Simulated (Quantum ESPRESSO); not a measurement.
# Magnetic state of Fe3PO7 (Grattarolaite) from several starts

Does Fe3PO7 (Grattarolaite) prefer parallel or opposed moments?

Program: Quantum ESPRESSO 7.5. Level of theory: PBEsol with U = 4.5 eV on Fe d (ortho-atomic projectors); plane waves with GBRV 1.5 PBEsol potentials, no spin-orbit coupling. Results are calculated unless marked as measured.

Experimental background.

“Partial Antiferromagnetic Helical Order in Fe3PO4O3” (2019, arxiv:1910.08818) quotes from earlier work for Fe3PO4O3, rhombohedral, non-centrosymmetric (earlier work): moment (ordered moment per Fe3+) 4.3 μB [literature value derived from Mössbauer spectra, not from magnetic diffraction …].

**1. The starting structure**

Symmetry: R3m, No. 160, trigonal system. Conventional cell: a = 8.006 Å, b = 8.006 Å, c = 6.863 Å, α = 90.00°, β = 90.00°, γ = 120.00°. Nearest to Fe lie 5 O at 1.89 to 2.19 Å. Nearest to P lie 4 O at 1.50 to 1.57 Å. Nearest to O lie 1 P at 1.57 Å and 3 Fe at 2.19 Å. Nearest to O lie 3 Fe at 1.89 to 1.92 Å. Nearest to O lie 1 P at 1.50 Å and 1 Fe at 1.92 Å. Farther neighbours and most contacts between anions are not listed.

The cell comes from the Crystallography Open Database.

**2. Run 1 (ferro +++)**

The signs are those of the starting moments on the seeded atoms, the atoms that are given a moment.

The input, pw.in:

```
&CONTROL
  calculation = 'scf'
  prefix = 'pwscf'
  outdir = './tmp'
  pseudo_dir = './pseudo'
  disk_io = 'nowf'
/
&SYSTEM
  ibrav = 0
  celldm(1) = 8
  nat = 11
  ntyp = 3
  ecutwfc = 40
  ecutrho = 280
  nbnd = 68
  occupations = 'smearing'
  smearing = 'fd'
  degauss = 0.00367493
  nspin = 2
  starting_magnetization(1) = 0.25
  starting_magnetization(2) = 0
  starting_magnetization(3) = 0
/
&ELECTRONS
  conv_thr = 2.2d-08
  electron_maxstep = 150
  mixing_beta = 0.3
/
ATOMIC_SPECIES
Fe     55.8450 fe_pbesol_v1.5.uspp.F.UPF
P      30.9738 p_pbesol_v1.5.uspp.F.UPF
O      15.9990 o_pbesol_v1.2.uspp.F.UPF
CELL_PARAMETERS alat
   0.9455717096096    0.5459260810892    0.5403829330623
  -0.9455717096096    0.5459260810892    0.5403829330623
   0.0000000000000   -1.0918521621548    0.5403829330623
ATOMIC_POSITIONS crystal
Fe      0.5395000000    0.1485000000    0.5395000000
Fe      0.5395000000    0.5395000000    0.1485000000
Fe      0.1485000000    0.5395000000    0.5395000000
P       0.0000000000    0.0000000000    0.0000000000
O       0.2289000000    0.2289000000    0.2289000000
O       0.3895000000    0.7668000000    0.3895000000
O       0.3895000000    0.3895000000    0.7668000000
O       0.7668000000    0.3895000000    0.3895000000
O       0.8330000000    0.1440000000    0.8330000000
O       0.8330000000    0.8330000000    0.1440000000
O       0.1440000000    0.8330000000    0.8330000000
K_POINTS automatic
4 4 4 0 0 0
HUBBARD {ortho-atomic}
U Fe-3d 4.5000
```

On the command line:

```sh
OMP_NUM_THREADS=1 mpirun -n 4 pw.x -nk 4 -in pw.in > pw.out
```

Output:

```text
Program PWSCF v.7.5 starts

     Message from routine setup:
     using ibrav=0 with symmetry is DISCOURAGED, use correct ibrav instead

     K-points division:     npool     =       4
     Subspace diagonalization in iterative solution of the eigenvalue problem:

     G-vector sticks info
     --------------------
     sticks:   dense  smooth     PW     G-vecs:    dense   smooth      PW
     Sum        2057    1183    361                67667    29297    5067

     Using Slab Decomposition

     bravais-lattice index     =            0
     lattice parameter (alat)  =       8.0000  a.u.
     unit-cell volume          =     856.9414 (a.u.)^3
     number of atoms/cell      =           11
     number of atomic types    =            3
     number of electrons       =        95.00
     number of Kohn-Sham states=           68
     kinetic-energy cutoff     =      40.0000  Ry
     charge density cutoff     =     280.0000  Ry
     scf convergence threshold =      2.2E-08
     mixing beta               =       0.3000
     number of iterations used =            8  plain     mixing
     Exchange-correlation= SLA  PW   PSX  PSC
                           (   1   4  10   8   0   0   0)
     Hubbard projectors: ortho-atomic
     Hubbard parameters of DFT+U (Dudarev formulation) in eV:
     U(Fe-3d) =  4.5000

     Internal variables: lda_plus_u =T, lda_plus_u_kind = 0

     Internal variables: orbital_resolved =F, hub_pot_fix =F, apply_U = F

     celldm(1)=   8.000000  celldm(2)=   0.000000  celldm(3)=   0.000000
     celldm(4)=   0.000000  celldm(5)=   0.000000  celldm(6)=   0.000000

     crystal axes: (cart. coord. in units of alat)
               a(1) = (   0.945572   0.545926   0.540383 )
               a(2) = (  -0.945572   0.545926   0.540383 )
               a(3) = (   0.000000  -1.091852   0.540383 )

     reciprocal axes: (cart. coord. in units 2 pi/alat)
               b(1) = (  0.528781  0.305292  0.616847 )
               b(2) = ( -0.528781  0.305292  0.616847 )
               b(3) = ( -0.000000 -0.610583  0.616847 )

     PseudoPot. # 1 for Fe read from file:
     fe_pbesol_v1.5.uspp.F.UPF
     Pseudo is Ultrasoft + core correction, Zval = 16.0
     Generated by new atomic code, or converted to UPF format
     Using radial grid of  861 points,  6 beta functions with:
                l(1) =   0
                l(2) =   0
                l(3) =   1
                l(4) =   1
                l(5) =   2
                l(6) =   2
     Q(r) pseudized with  8 coefficients,  rinner =    1.000   1.000   1.000
                                                       1.000   1.000

     PseudoPot. # 2 for P  read from file:
     p_pbesol_v1.5.uspp.F.UPF
     Pseudo is Ultrasoft + core correction, Zval =  5.0
     Generated by new atomic code, or converted to UPF format
     Using radial grid of  903 points,  6 beta functions with:
                l(1) =   0
                l(2) =   0
                l(3) =   1
                l(4) =   1
                l(5) =   2
                l(6) =   2
     Q(r) pseudized with  8 coefficients,  rinner =    1.300   1.300   1.300
                                                       1.300   1.300

     PseudoPot. # 3 for O  read from file:
     o_pbesol_v1.2.uspp.F.UPF
     Pseudo is Ultrasoft + core correction, Zval =  6.0
     Generated by new atomic code, or converted to UPF format
     Using radial grid of  737 points,  5 beta functions with:
                l(1) =   0
                l(2) =   0
                l(3) =   1
                l(4) =   1
                l(5) =   2
     Q(r) pseudized with  8 coefficients,  rinner =    0.900   0.900   0.900
                                                       0.900   0.900

     atomic species   valence    mass     pseudopotential
     Fe               16.00    55.84500     Fe( 1.00)
     P                 5.00    30.97380     P ( 1.00)
     O                 6.00    15.99900     O ( 1.00)

     Starting magnetic structure
     atomic species   magnetization
     Fe              0.250
     P               0.000
     O               0.000

      6 Sym. Ops. (no inversion) found

   Cartesian axes

     site n.     atom                  positions (alat units)
         1        Fe     tau(   1) = (   0.3697185  -0.2134571   0.6633201  )
         2        Fe     tau(   2) = (   0.0000000   0.4269142   0.6633201  )
         3        Fe     tau(   3) = (  -0.3697185  -0.2134571   0.6633201  )
         4        P      tau(   4) = (   0.0000000   0.0000000   0.0000000  )
         5        O      tau(   5) = (  -0.0000000   0.0000000   0.3710810  )
         6        O      tau(   6) = (  -0.3567642   0.2059779   0.8353239  )
         7        O      tau(   7) = (  -0.0000000  -0.4119558   0.8353239  )
         8        O      tau(   8) = (   0.3567642   0.2059779   0.8353239  )
         9        O      tau(   9) = (   0.6514989  -0.3761431   0.9780931  )
        10        O      tau(  10) = (   0.0000000   0.7522861   0.9780931  )
        11        O      tau(  11) = (  -0.6514989  -0.3761431   0.9780931  )

     number of k points=    13  Fermi-Dirac smearing, width (Ry)=  0.0037
                       cart. coord. in units 2pi/alat
        k(    1) = (   0.0000000   0.0000000   0.0000000), wk =   0.0156250
        k(    2) = (  -0.0000000  -0.1526458   0.1542116), wk =   0.0937500
        k(    3) = (   0.0000000   0.3052916  -0.3084233), wk =   0.0468750
        k(    4) = (  -0.1321952  -0.0763229   0.3084233), wk =   0.0937500
        k(    5) = (  -0.1321952   0.3816145  -0.1542116), wk =   0.1875000
        [... 8 further k-points ...]

     Dense  grid:    67667 G-vectors     FFT dimensions: (  54,  54,  54)

     Smooth grid:    29297 G-vectors     FFT dimensions: (  40,  40,  40)

     Check: negative core charge=   -0.000028
     Generating pointlists ...
     new r_m :   0.1843 (alat units)  1.4747 (a.u.) for type    1
     new r_m :   0.1463 (alat units)  1.1707 (a.u.) for type    2
     new r_m :   0.1463 (alat units)  1.1707 (a.u.) for type    3

     Initial potential from superposition of free atoms

     starting charge      91.9998, renormalised to      95.0000

     STARTING HUBBARD OCCUPATIONS:

     =================== HUBBARD OCCUPATIONS ===================
     ------------------------ ATOM    1 ------------------------
     Tr[ns(  1)] (up, down, total) =   5.00000  0.00000  5.00000
     Atomic magnetic moment for atom   1 =   5.00000
     [... lines left out ...]
     ------------------------ ATOM    2 ------------------------
     Tr[ns(  2)] (up, down, total) =   5.00000  0.00000  5.00000
     Atomic magnetic moment for atom   2 =   5.00000
     [... lines left out ...]
     ------------------------ ATOM    3 ------------------------
     Tr[ns(  3)] (up, down, total) =   5.00000  0.00000  5.00000
     Atomic magnetic moment for atom   3 =   5.00000
     [... lines left out ...]
     Number of occupied Hubbard levels =   15.0000

     Atomic wfc used for Hubbard projectors are orthogonalized

     Starting wfcs are   71 randomized atomic wfcs

     Self-consistent Calculation

     iteration #  1     ecut=    40.00 Ry     beta= 0.30
     Davidson diagonalization with overlap
     ethr =  1.00E-02,  avg # of iterations =  4.7

     =================== HUBBARD OCCUPATIONS ===================
     ------------------------ ATOM    1 ------------------------
     Tr[ns(  1)] (up, down, total) =   4.93945  0.28846  5.22792
     Atomic magnetic moment for atom   1 =   4.65099
     [... lines left out ...]
     ------------------------ ATOM    2 ------------------------
     Tr[ns(  2)] (up, down, total) =   4.93945  0.28846  5.22792
     Atomic magnetic moment for atom   2 =   4.65099
     [... lines left out ...]
     ------------------------ ATOM    3 ------------------------
     Tr[ns(  3)] (up, down, total) =   4.93945  0.28846  5.22792
     Atomic magnetic moment for atom   3 =   4.65099
     [... lines left out ...]
     Number of occupied Hubbard levels =   15.6838

     total energy              =    -990.97970566 Ry
     estimated scf accuracy    <       2.64330118 Ry

     total magnetization       =    15.00 Bohr mag/cell
     absolute magnetization    =    15.00 Bohr mag/cell

     iteration #  2     ecut=    40.00 Ry     beta= 0.30
     Davidson diagonalization with overlap
     ethr =  2.78E-03,  avg # of iterations =  1.9

     total energy              =    -991.46406740 Ry
     estimated scf accuracy    <       0.21929380 Ry

     total magnetization       =    15.00 Bohr mag/cell
     absolute magnetization    =    15.00 Bohr mag/cell

     iteration #  3     ecut=    40.00 Ry     beta= 0.30
     Davidson diagonalization with overlap
     ethr =  2.31E-04,  avg # of iterations =  2.6

     total energy              =    -991.50060017 Ry
     estimated scf accuracy    <       0.07453170 Ry

     total magnetization       =    15.00 Bohr mag/cell
     absolute magnetization    =    15.00 Bohr mag/cell

     [... further iterations left out ...]

     iteration #  9     ecut=    40.00 Ry     beta= 0.30
     Davidson diagonalization with overlap
     ethr =  7.58E-09,  avg # of iterations =  2.0

     total energy              =    -991.51281693 Ry
     estimated scf accuracy    <       0.00000334 Ry

     total magnetization       =    15.00 Bohr mag/cell
     absolute magnetization    =    15.01 Bohr mag/cell

     iteration # 10     ecut=    40.00 Ry     beta= 0.30
     Davidson diagonalization with overlap
     ethr =  3.52E-09,  avg # of iterations =  2.0

     total energy              =    -991.51281812 Ry
     estimated scf accuracy    <       0.00000431 Ry

     total magnetization       =    15.00 Bohr mag/cell
     absolute magnetization    =    15.01 Bohr mag/cell

     iteration # 11     ecut=    40.00 Ry     beta= 0.30
     Davidson diagonalization with overlap
     ethr =  3.52E-09,  avg # of iterations =  1.5

     total energy              =    -991.51281889 Ry
     estimated scf accuracy    <       0.00000003 Ry

     total magnetization       =    15.00 Bohr mag/cell
     absolute magnetization    =    15.01 Bohr mag/cell

     iteration # 12     ecut=    40.00 Ry     beta= 0.30
     Davidson diagonalization with overlap
     ethr =  2.77E-11,  avg # of iterations =  2.0

     Magnetic moment per site  (integrated on atomic sphere of radius R)
     atom   1 (R=0.184)  charge= 12.7092  magn=  3.8975
     atom   2 (R=0.184)  charge= 12.7092  magn=  3.8975
     atom   3 (R=0.184)  charge= 12.7092  magn=  3.8975
     atom   4 (R=0.146)  charge=  0.8116  magn=  0.0142
     atom   5 (R=0.146)  charge=  4.1356  magn=  0.1435
     atom   6 (R=0.146)  charge=  4.0697  magn=  0.3003
     atom   7 (R=0.146)  charge=  4.0697  magn=  0.3003
     atom   8 (R=0.146)  charge=  4.0697  magn=  0.3003
     atom   9 (R=0.146)  charge=  4.1596  magn=  0.1026
     atom  10 (R=0.146)  charge=  4.1596  magn=  0.1026
     atom  11 (R=0.146)  charge=  4.1596  magn=  0.1026

     End of self-consistent calculation

     =================== HUBBARD OCCUPATIONS ===================
     ------------------------ ATOM    1 ------------------------
     Tr[ns(  1)] (up, down, total) =   4.97548  0.69199  5.66747
     Atomic magnetic moment for atom   1 =   4.28349
     [... lines left out ...]
     ------------------------ ATOM    2 ------------------------
     Tr[ns(  2)] (up, down, total) =   4.97548  0.69199  5.66747
     Atomic magnetic moment for atom   2 =   4.28349
     [... lines left out ...]
     ------------------------ ATOM    3 ------------------------
     Tr[ns(  3)] (up, down, total) =   4.97548  0.69199  5.66747
     Atomic magnetic moment for atom   3 =   4.28349
     [... lines left out ...]
     Number of occupied Hubbard levels =   17.0024

     [... lines left out ...]
     the Fermi energy is     7.8968 ev

!    total energy              =    -991.51281901 Ry
     estimated scf accuracy    <          6.5E-09 Ry
     smearing contrib. (-TS)   =      -0.00000000 Ry
     internal energy E=F+TS    =    -991.51281901 Ry

     The total energy is F=E-TS. E is the sum of the following terms:
     one-electron contribution =    -650.42185480 Ry
     hartree contribution      =     364.19586150 Ry
     xc contribution           =    -143.66849783 Ry
     ewald contribution        =    -561.91891455 Ry
     Hubbard energy            =       0.30058667 Ry

     total magnetization       =    15.00 Bohr mag/cell
     absolute magnetization    =    15.01 Bohr mag/cell

     convergence has been achieved in  12 iterations

=------------------------------------------------------------------------------=
   JOB DONE.
=------------------------------------------------------------------------------=
```

Elapsed: 36 s, on 4 MPI ranks of Intel Xeon Platinum 8488C (Sapphire Rapids), shared host; peak memory 0.84 GiB; 2.4 min of CPU time.

Spin moment in the atom's sphere by atom:

```
atom  spin moment in the atom's sphere (μB)
 Fe1                                   3.90
 Fe2                                   3.90
 Fe3                                   3.90
  P4                                   0.01
  O5                                   0.14
  O6                                   0.30
  O7                                   0.30
  O8                                   0.30
  O9                                   0.10
 O10                                   0.10
 O11                                   0.10
```

This step gave:

- smearing term TS: 1.11e-9 eV
- magnetization: 15 μB
- absolute magnetization: 15.01 μB
- final state: ferromagnetic

(Continued in part 2 of 2.)

[Logs and program files are shortened in this print: banners, set-up blocks, solver, clock and traceback lines can be left out without a mark of their own.]

[Logs are printed without paths, hosts, clocks, repeated set-up lines and the standing remarks that a program may print on its own settings, such as how far it seeks lower states.]

[Hosts, paths, dates, database ids (printed as entryN), source tags and the programs' standing remarks are cut or masked in the printed files.]

[Where a cell is said to come from a database of computed structures, the database is the Materials Project.]
